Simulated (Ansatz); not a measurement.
## Bi2Te2PbS2 (R-3m): the G0W0 gap against the k mesh

Aim: the G0W0 gap of Bi2Te2PbS2 (R-3m) on a series of meshes, at fixed bands and cutoff.

Method: G0W0 on PBE, plane waves, PAW; PAW set soft_1, in Ansatz 0.2.0.

## Step 1: The starting structure

The structure is trigonal, space group R-3m (No. 166). The conventional cell has a = 4.270 Å, b = 4.270 Å, c = 40.413 Å, α = 90.00°, β = 90.00°, γ = 120.00°. Nearest to Bi lie 3 S at 3.02 Å and 3 Te at 3.04 Å. Nearest to Te lie 3 Bi at 3.04 Å. Nearest to Pb lie 6 S at 2.99 Å. Nearest to S lie 3 Pb at 2.99 Å and 3 Bi at 3.02 Å. Farther neighbours and most contacts between anions are not listed.

The cell and positions come from the Crystallography Open Database and are kept as given unless a step says otherwise. Spin-orbit coupling is left out unless a step names it.

## Step 2: The 2×2×2 mesh

G0W0 replaces the xc potential by the self-energy, built once from these orbitals. Only a window of levels is corrected, while the sums run over the empty bands that the input names. This step takes PAW set soft_1 files.

The input, input.yaml:

```yaml
crystal:
  lattice:
    - [2.13505, 1.2326716922, 13.4709566667]
    - [-2.13505, 1.2326716922, 13.4709566667]
    - [0.0, -2.4653433845, 13.4709566667]
  atoms:
    - { symbol: Bi, position: [0.58139, 0.58139, 0.58139] }
    - { symbol: Bi, position: [0.41861, 0.41861, 0.41861] }
    - { symbol: Te, position: [0.87066, 0.87066, 0.87066] }
    - { symbol: Te, position: [0.12934, 0.12934, 0.12934] }
    - { symbol: Pb, position: [0.0, 0.0, 0.0] }
    - { symbol: S, position: [0.29134, 0.29134, 0.29134] }
    - { symbol: S, position: [0.70866, 0.70866, 0.70866] }
kpoints:
  mp_grid: { grid: [2, 2, 2] }
hamiltonian:
  xc: pbe
  pseudopotentials: { kind: paw, azcp: { folder: soft_1 } }
scf:
  occupations: { method: fixed }
gw:
  n_empty_bands: 483
  ecut_chi: 100
  qp_bands: [v2, c2]
  qp_kpoints: band_edges
  screening: { model: contour_deformation }
```

Command:

```sh
$ ansatz run input.yaml --threads 2 --pin off --max-ram 92160MiB --backend cuda --events-out ev --progress --plain --runs-dir out --devices 1 --max-vram 13GiB
```

Numbers of over 12 decimals in the logs are rounded to 6 here.

What it wrote:

```text
GPUs: using 1 of 1 available (devices: 1).
Engine: ansatz 0.2.0, x86_64-unknown-linux-gnu
Pseudopotentials: kind: paw
Pseudopotential: Bi, paw, valence charge 15, recommended cutoff 420 eV (normal), soft_1/Bi.paw.azcp
Pseudopotential: Te, paw, valence charge 16, recommended cutoff 420 eV (normal), soft_1/Te.paw.azcp
Pseudopotential: Pb, paw, valence charge 14, recommended cutoff 420 eV (normal), soft_1/Pb.paw.azcp
Pseudopotential: S, paw, valence charge 6, recommended cutoff 420 eV (normal), soft_1/S.paw.azcp
Functional definition: PBE
  parameter kappa = 0.804
  parameter beta = 0.066725
  exchange = pbe_x(kappa = kappa, mu = beta*pi^2/3)
  correlation = pbe_c(beta = beta)
device memory: the entry about to start is reckoned to put 4.0 GiB on a device that reports 37.9 GiB free (of which the cap on the GPU budget leaves the run 13.0 GiB)
GPU FFT provider: cuFFT
GPU libraries: cuBLAS 13.8.2, cuFFT 12.4.0, cuSOLVER 12.3.4
Crystal: 7 atoms, lattice volume = 212.718 Å³
Basis set: ecut = 420 eV, 4143 PW (Γ)
Bands: 53, of which v1, the nominal top of the filled ones, is band 44 counted from 1 (43 counted from 0)
Symmetry: 12 space group operations
Space group: R-3m (ITA 166), of the structure as read, at distance tolerance 6.0e-5 Å
k-points: 4 of 8
Non-local potential: Bi, projectors of the file, l = 0: 2, l = 1: 2, l = 2: 2, l = 3: 1
Non-local potential: Te, projectors of the file, l = 0: 2, l = 1: 2, l = 2: 2, l = 3: 1
Non-local potential: Pb, projectors of the file, l = 0: 2, l = 1: 2, l = 2: 2, l = 3: 1
Non-local potential: S, projectors of the file, l = 0: 2, l = 1: 2, l = 2: 1
PAW form: soft (Blöchl's): semilocal exchange-correlation on the pseudo side does not see the compensation charge
PAW one-centre angular grid: Bi, 590 points (default); XC on 64 Gauss nodes
PAW one-centre angular grid: Te, 590 points (default); XC on 64 Gauss nodes
PAW one-centre angular grid: Pb, 590 points (default); XC on 64 Gauss nodes
PAW one-centre angular grid: S, 110 points (default); XC on 64 Gauss nodes
Initial density: superposition of atomic densities (chi_scale 0.1, normalization cell, long waves 71 % of neutral atoms (reshape's long-wave potential 1.71 eV rms, cloud 2.94 Å wide))
Initial wavefunctions: pseudopotential atomic-orbital guess
GPU buffer pool allocated for 884736 grid points (all kernels)
GPU transforms: local potential and band sums: pruned to the plane-wave sphere, on 96×96×96
Functional: x = pbe(κ = 0.804, μ = 0.219515), c = pbe(β = 0.066725)
SCF iter   1: F=—  HF=-52474.874440 eV  |F-HF|=—  |Δ(HF+E_count)|=         —  Δρ=2.77e-2  dr2=1.78e1  ethr=3.10e-3  ⟨swp⟩=5.0  Hψ=722  notcnv=0  defer=14
preconditioner: auto → Resta (q_TF=auto, 2.355 Å⁻¹)  ε∞=4.1  [insulator: Δε(μ)=0.779 eV  Ē_g=10.086 eV  n_scr=52 (ndim 8)  ℏωp=17.6 eV  f_vac=0.006  ε∞_Penn≈4.1]
SCF iter   2: F=—  HF=-52473.627843 eV  |F-HF|=—  |Δ(HF+E_count)|=    1.25e0  Δρ=2.10e-2  dr2=9.07e0  ethr=3.10e-3  ⟨swp⟩=3.5  Hψ=471  notcnv=0  defer=21
SCF iter   3: F=—  HF=-52472.933201 eV  |F-HF|=—  |Δ(HF+E_count)|=   6.95e-1  Δρ=1.06e-2  dr2=5.99e-1  ethr=3.10e-3  ⟨swp⟩=2.8  Hψ=299  notcnv=0  defer=23
SCF iter   4: F=—  HF=-52472.852853 eV  |F-HF|=—  |Δ(HF+E_count)|=   8.03e-2  Δρ=3.37e-3  dr2=4.66e-2  ethr=6.81e-4  ⟨swp⟩=3.0  Hψ=289  notcnv=0  defer=27
SCF iter   5: F=—  HF=-52472.852997 eV  |F-HF|=—  |Δ(HF+E_count)|=   1.44e-4  Δρ=1.22e-3  dr2=4.84e-3  ethr=5.30e-5  ⟨swp⟩=2.8  Hψ=260  notcnv=0  defer=27
SCF iter   6: F=—  HF=-52472.854511 eV  |F-HF|=—  |Δ(HF+E_count)|=   1.51e-3  Δρ=3.43e-4  dr2=4.18e-4  ethr=5.50e-6  ⟨swp⟩=2.2  Hψ=338  notcnv=0  defer=27
SCF iter   7: F=—  HF=-52472.854899 eV  |F-HF|=—  |Δ(HF+E_count)|=   3.88e-4  Δρ=8.96e-5  dr2=2.56e-5  ethr=4.75e-7  ⟨swp⟩=2.0  Hψ=323  notcnv=0  defer=27
SCF iter   8: F=—  HF=-52472.854940 eV  |F-HF|=—  |Δ(HF+E_count)|=   4.06e-5  Δρ=2.72e-5  dr2=4.36e-6  ethr=2.91e-8  ⟨swp⟩=2.0  Hψ=311  notcnv=0  defer=18
SCF iter   9: F=—  HF=-52472.854942 eV  |F-HF|=—  |Δ(HF+E_count)|=   2.52e-6  Δρ=6.23e-6  dr2=1.16e-7  ethr=4.95e-9  ⟨swp⟩=2.0  Hψ=268  notcnv=0  defer=18
SCF iter  10: F=-52472.854942 eV  HF=-52472.854942 eV  |F-HF|=2.35e-8  |Δ(HF+E_count)|=   2.11e-7  Δρ=1.99e-6  dr2=1.81e-8  ethr=1.14e-10  ⟨swp⟩=13.0  Hψ=997  notcnv=0
SCF 1 converged in 10 iterations: F = -52472.854942 eV  dr2 = 1.81e-8
[...]
device memory: the entry about to start is reckoned to put 4.6 GiB on a device that reports 37.9 GiB free (of which the cap on the GPU budget leaves the run 13.0 GiB)
NSCF: frozen V_eff on 4 k-points
[...]
device memory: the entry about to start is reckoned to put 3.9 GiB on a device that reports 37.9 GiB free (of which the cap on the GPU budget leaves the run 13.0 GiB)
NSCF: frozen V_eff on 4 k-points
G₀W₀ screening: q 1/4
[... further progress lines ...]
device memory: the entry about to start is reckoned to put 1.6 GiB on a device that reports 37.4 GiB free (of which the cap on the GPU budget leaves the run 13.0 GiB)
NSCF: frozen V_eff on 1 k-points
device memory: the entry about to start is reckoned to put 1.6 GiB on a device that reports 37.4 GiB free (of which the cap on the GPU budget leaves the run 13.0 GiB)
NSCF: frozen V_eff on 1 k-points
device memory: the entry about to start is reckoned to put 1.6 GiB on a device that reports 37.4 GiB free (of which the cap on the GPU budget leaves the run 13.0 GiB)
NSCF: frozen V_eff on 1 k-points
SCF converged after 10 iterations
Free energy (F): -52472.854942 eV
Harris-Foulkes:  -52472.854942 eV  (|F-HF|=2.35e-8)
Internal energy: -52472.854942 eV  (E = F + TS)
E sigma→0 (E₀):  -52472.854942 eV
Fermi energy:    8.438934 eV
--- Per-component energies (eV) ---
  E_band       = -816.434807
  E_kinetic    = 1351.141980
  E_local      = -7598.478566  (includes V_loc(G=0)·N_el)
  E_nonlocal   = 1323.734665
  E_hartree    = 3268.780917
  E_xc         = -933.465060
  E_vxc        = -770.718946  (∫ρ·V_xc dr)
  E_paw        = -42272.645965  (= ΣΔE_a)
  E_vpaw       = -1659.677777  (= ΣTr[D̂ρ^β])
  E_aug_tail   = 0.000587  (compensation charges beyond the density's cutoff)
  E_ewald      = -7611.923501
  E_smearing   = -0.000000  (= −TS)
  E_closure    = 0.000000  (closes the sum)
  Σ components = -52472.854942   (vs F -52472.854942, Δ=0.00e0)
--- Band table (eV) ---
  k-point 0: bands = [... 40 lower, 7.5688, 7.5861, 7.5861, 8.0024, 9.2608, 9.7431, 10.0319, 10.0319, ... 5 higher]
  k-point 1: bands = [... 40 lower, 6.9001, 6.9815, 7.0327, 7.6353, 9.7672, 10.2682, 10.4982, 10.7677, ... 5 higher]
  k-point 2: bands = [... 40 lower, 6.5314, 6.7770, 7.2993, 7.8879, 9.3345, 10.2904, 10.8328, 11.0932, ... 5 higher]
  k-point 3: bands = [... 40 lower, 7.4091, 7.6464, 7.6464, 8.4389, 8.7772, 9.8175, 9.8175, 9.9938, ... 5 higher]
--- G₀W₀: contour deformation, 8 samples at zero and on the imaginary axis and 1 off it, 8 q-points, 483 empty bands' worth ---
  eigenvalues of the whole cell's RPA ε∞ on this k-mesh (on a slab, of 1 + 4πα/V) = 39.6651, 39.6651, 122.6567; static W/v taken at q = 0 is 0.073497
  gw.qp_kpoints: band_edges: 4 of 4 stored k-points solved, in 1 pass; an edge of the gap read off the rows below is read off those points alone
  `?` marks the rows in doubt; gw_qp.tsv's column doubts and the gw_qp event give each row's grounds
    ik  band        ε_KS         Σx   Σc(E_QP)       V_xc       Z   E_QP_lin       E_QP  E_QP is
     0    43      7.5861   -16.0849     1.6919   -13.9611  0.7286     7.1643     7.1543  root ?
     0    44      8.0024   -13.7788     0.0641   -13.4785  0.7452     7.7598     7.7663  root
     0    45      9.2608   -10.2310    -2.8140   -12.9846  0.7196     9.2010     9.2004  root
     0    46      9.7431    -9.8467    -3.4890   -13.3648  0.7932     9.7719     9.7723  root
     1    43      7.0327   -14.6152     0.9564   -13.2923  0.7221     6.7367     6.6661  root
     1    44      7.6353   -15.6932     0.7177   -14.7078  0.7537     7.3594     7.3677  root
     1    45      9.7672    -9.3089    -3.0464   -12.3290  0.7584     9.7410     9.7409  root
     1    46     10.2682    -9.3519    -3.1432   -12.4586  1.1871    10.2287    10.2317  root ?
     2    43      7.2993   -16.4373     1.6667   -14.3648  0.7351     6.9029     6.8935  root ?
     2    44      7.8879   -15.5459     0.5934   -14.6764  0.7598     7.6040     7.6118  root
     2    45      9.3345    -9.3020    -2.8821   -12.1732  0.7831     9.3237     9.3237  root
     2    46     10.2904    -9.3796    -3.3028   -12.7632  0.7710    10.3713    10.3712  root
     3    43      7.6464   -16.2524     1.6810   -14.1276  0.7329     7.2183     7.2027  root ?
     3    44      8.4389   -15.0898     0.0467   -14.7975  0.7623     8.1895     8.1935  root
     3    45      8.7772    -9.4951    -2.6746   -12.1371  0.7763     8.7446     8.7445  root
     3    46      9.8175    -9.2374    -3.5008   -12.8152  0.7590     9.8947     9.8945  root
```

Wall time 16 s (1 × NVIDIA H100 80GB HBM3 (shared by 6 runs) with 2 threads of AMD EPYC 7R13 (Zen 3), shared host); peak memory 1.6 GiB.

The column dr2 measures how far the density is from self-consistency, as an energy; F and HF (Harris–Foulkes) agree once it is small.

Numbers from this step:

* bands summed: 527
* RPA ε∞ on this mesh (eigenvalues): 39.67, 39.67, 122.7
* plane waves in the screening matrix: 483
* q-points in the mesh: 8
* G0W0 gap on the mesh: 0.5511 eV
* k of the valence top: -0.5, -0.5, -0.5
* k of the conduction bottom: -0.5, -0.5, -0.5
* starting gap on the mesh: 0.3382 eV
* Z at the valence top: 0.7623
* Z at the conduction bottom: 0.7763
* least direct G0W0 gap on the computed points: 0.5511 eV

The gap on the mesh goes from 0.34 eV to 0.55 eV, a correction of +0.21 eV. Between the two edge states, bare exchange in place of the xc potential would open the gap by 2.93 eV, and correlation takes back 2.72 eV.

## Step 3: The 4×4×4 mesh

A second mesh at equal bands and cutoff isolates the sampling error.

Changes to input.yaml since step 2:

```diff
@@ -14,3 +14,3 @@
 kpoints:
-  mp_grid: { grid: [2, 2, 2] }
+  mp_grid: { grid: [4, 4, 4] }
 hamiltonian:
```

What it wrote:

```text
GPUs: using 1 of 1 available (devices: 1).
[...]
GPU FFT provider: cuFFT
GPU libraries: cuBLAS 13.8.2, cuFFT 12.4.0, cuSOLVER 12.3.4
Crystal: 7 atoms, lattice volume = 212.718 Å³
Basis set: ecut = 420 eV, 4143 PW (Γ)
Bands: 53, of which v1, the nominal top of the filled ones, is band 44 counted from 1 (43 counted from 0)
[... 1 set-up line as in the run before ...]
[...]
k-points: 13 of 64
[...]
GPU buffer pool allocated for 884736 grid points (all kernels)
[...]
SCF iter   1: F=—  HF=-52475.887975 eV  |F-HF|=—  |Δ(HF+E_count)|=         —  Δρ=2.56e-2  dr2=1.56e1  ethr=3.10e-3  ⟨swp⟩=5.0  Hψ=2345  notcnv=0  defer=50
[...]
SCF iter   9: F=-52474.077830 eV  HF=-52474.077830 eV  |F-HF|=8.68e-8  |Δ(HF+E_count)|=   1.34e-6  Δρ=5.11e-6  dr2=7.39e-8  ethr=1.14e-10  ⟨swp⟩=11.6  Hψ=3701  notcnv=0
SCF 1 converged in 9 iterations: F = -52474.077830 eV  dr2 = 7.39e-8
[...]
6    43      7.2446   -16.3829     1.6201   -14.3636  0.7421     6.8767     6.8454  root ?
     6    44      7.8452   -15.7559     0.7000   -14.6942  0.7631     7.5642     7.4835  root ?
     6    45      9.3100    -9.1594    -3.0215   -12.1863  0.7919     9.3154     9.3154  root
     6    46     10.2736    -9.3641    -3.3427   -12.7874  0.7771    10.3540    10.3542  root
[...]
10    44      7.9470   -16.0381     0.8685   -14.9033  0.7552     7.6838     7.6807  root ?
[...]
11    43      7.7122   -16.3869     1.2333   -14.8489  0.7523     7.4112     7.4073  root ?
    11    44      7.7724   -16.4319     1.0290   -15.0419  0.7569     7.4923     7.4114  root ?
[...]
11    46     10.1901    -9.4808    -3.3508   -12.9168  0.7811    10.2751    10.2752  root
    12    43      7.5963   -15.7764     1.2484   -14.1182  0.7529     7.2071     7.1864  root ?
    12    44      8.4047   -15.1506     0.0825   -14.8101  0.7721     8.1514     8.1467  root
    12    45      8.7439    -9.4859    -2.6812   -12.1491  0.7946     8.7259     8.7260  root
    12    46      9.7889    -9.5467    -3.2283   -12.8394  0.7765     9.8532     9.8533  root
[key lines of the parts left out:]
SCF converged after 9 iterations
Free energy (F): -52474.077830 eV
Fermi energy:    8.404687 eV
```

Run time: 80 s. Hardware: 1 × NVIDIA H100 80GB HBM3 (shared by 6 runs) with 2 threads; peak memory 2.3 GiB.

Numbers from this step:

| Quantity | Value |
| --- | --- |
| bands summed | 527 |
| RPA ε∞ on this mesh (eigenvalues) | 20.10, 20.10, 29.92 |
| plane waves in the screening matrix | 483 |
| q-points in the mesh | 64 |
| G0W0 gap on the mesh | 0.5793 eV |
| k of the valence top | -0.5, -0.5, -0.5 |
| k of the conduction bottom | -0.5, -0.5, -0.5 |
| starting gap on the mesh | 0.3393 eV |
| Z at the valence top | 0.7721 |
| Z at the conduction bottom | 0.7946 |
| least direct G0W0 gap on the computed points | 0.5793 eV |

Against the run with 2×2×2 mesh, 483 empty bands, screening to 100 eV, PAW set soft_1 files, the gap moves by +0.03 eV.

## Step 4: The 6×6×6 mesh

Changes to input.yaml since step 3:

```diff
@@ -14,3 +14,3 @@
 kpoints:
-  mp_grid: { grid: [4, 4, 4] }
+  mp_grid: { grid: [6, 6, 6] }
 hamiltonian:
```

What it wrote:

```text
GPUs: using 1 of 1 available (devices: 1).
[...]
GPU FFT provider: cuFFT
GPU libraries: cuBLAS 13.8.2, cuFFT 12.4.0, cuSOLVER 12.3.4
Crystal: 7 atoms, lattice volume = 212.718 Å³
Basis set: ecut = 420 eV, 4143 PW (Γ)
Bands: 53, of which v1, the nominal top of the filled ones, is band 44 counted from 1 (43 counted from 0)
[... 1 set-up line as in the run before ...]
[...]
k-points: 32 of 216
[...]
29    46     10.0366    -9.9361    -3.3087   -13.3092  0.7696    10.1008    10.1010  root
    31    43      7.5897   -15.6533     1.1875   -14.1203  0.7487     7.2157     7.2441  root
    31    44      8.4060   -15.2709     0.1954   -14.8153  0.7645     8.1520     8.1458  root ?
    31    45      8.7441    -9.4031    -2.7622   -12.1480  0.7880     8.7269     8.7269  root
    31    46      9.7873    -9.6424    -3.1431   -12.8422  0.7718     9.8439     9.8439  root
[key lines of the parts left out:]
SCF converged after 9 iterations
Free energy (F): -52474.070720 eV
Fermi energy:    8.405974 eV
```

Elapsed: 12 min, on 1 × NVIDIA H100 80GB HBM3 (shared by 6 runs) with 2 threads; peak memory 3.9 GiB.

Numbers from this step:

| Quantity | Value |
| --- | --- |
| bands summed | 527 |
| RPA ε∞ on this mesh (eigenvalues) | 19.56, 19.56, 19.69 |
| plane waves in the screening matrix | 483 |
| G0W0 gap on the mesh | 0.5811 eV |
| k of the valence top | -0.5, -0.5, -0.5 |
| k of the conduction bottom | -0.5, -0.5, -0.5 |
| starting gap on the mesh | 0.3381 eV |
| least direct G0W0 gap on the computed points | 0.5811 eV |

Against the run with 4×4×4 mesh, 483 empty bands, screening to 100 eV, PAW set soft_1 files, the gap moves by +0.002 eV.

## Step 5: The meshes together

Times are wall times on 1 × NVIDIA H100 80GB HBM3 (shared by 6 runs) with 2 threads of AMD EPYC 7R13 (Zen 3), shared host, good to a factor of about two.

| mesh | points | irreducible | start (eV) | G0W0 (eV) | shift (eV) | RPA ε∞ (mean) | time |
| --- | --- | --- | --- | --- | --- | --- | --- |
| 2×2×2 | 8 | 4 | 0.338 | 0.551 | +0.213 | 67.33 | 16 s |
| 4×4×4 | 64 | 13 | 0.339 | 0.579 | +0.240 | 23.38 | 80 s |
| 6×6×6 | 216 | 32 | 0.338 | 0.581 | +0.243 | 19.60 | 12 min |

## Step 6: Results

```
2×2×2    : 0.551 eV (shift +0.213)
4×4×4    : 0.579 eV (shift +0.240)
6×6×6    : 0.581 eV (shift +0.243)
settings : PBE start, 483 empty bands, 100 eV
```

In words: The shift is +0.21 eV on 2×2×2 and +0.24 eV on 6×6×6; the last step moves it by +0.003 eV. The RPA ε∞ (mean) ranges from 19.60 to 67.33 and ends at 19.60; the coarsest mesh overstates it. From 8 to 216 points the time grows 45-fold. Bands and cutoff are modest here, so the values stand off the basis limit. Where an edge is built on 6p states of lead, bismuth or thallium, scalar-relativistic gaps usually stand too wide, by a few tenths to over one eV. With atoms this heavy and so narrow a gap, spin-orbit coupling can invert the bands. These scalar-relativistic gaps are then model values, not to be set against experiment, and a spin-orbit change taken from DFT can't simply be added. The program marks a band-edge row as in doubt, so the gap is less sure than its digits.

[Paths, hosts, dates, memory and timing lines, banners, echoed tables and standing remarks are left out of the program output.]

[Logs are printed without paths, hosts, clocks, repeated set-up lines and the standing remarks that a program may print on its own settings, such as how far it seeks lower states.]

[Runs of the session that timed out or met a known fault of the program may be left out.]

[Cells called generated may have been cut or substituted from an entry of the Crystallography Open Database or the Materials Project.]

[Hosts, paths, dates, database ids (printed as entryN), source tags and the programs' standing remarks are cut or masked in the printed files.]
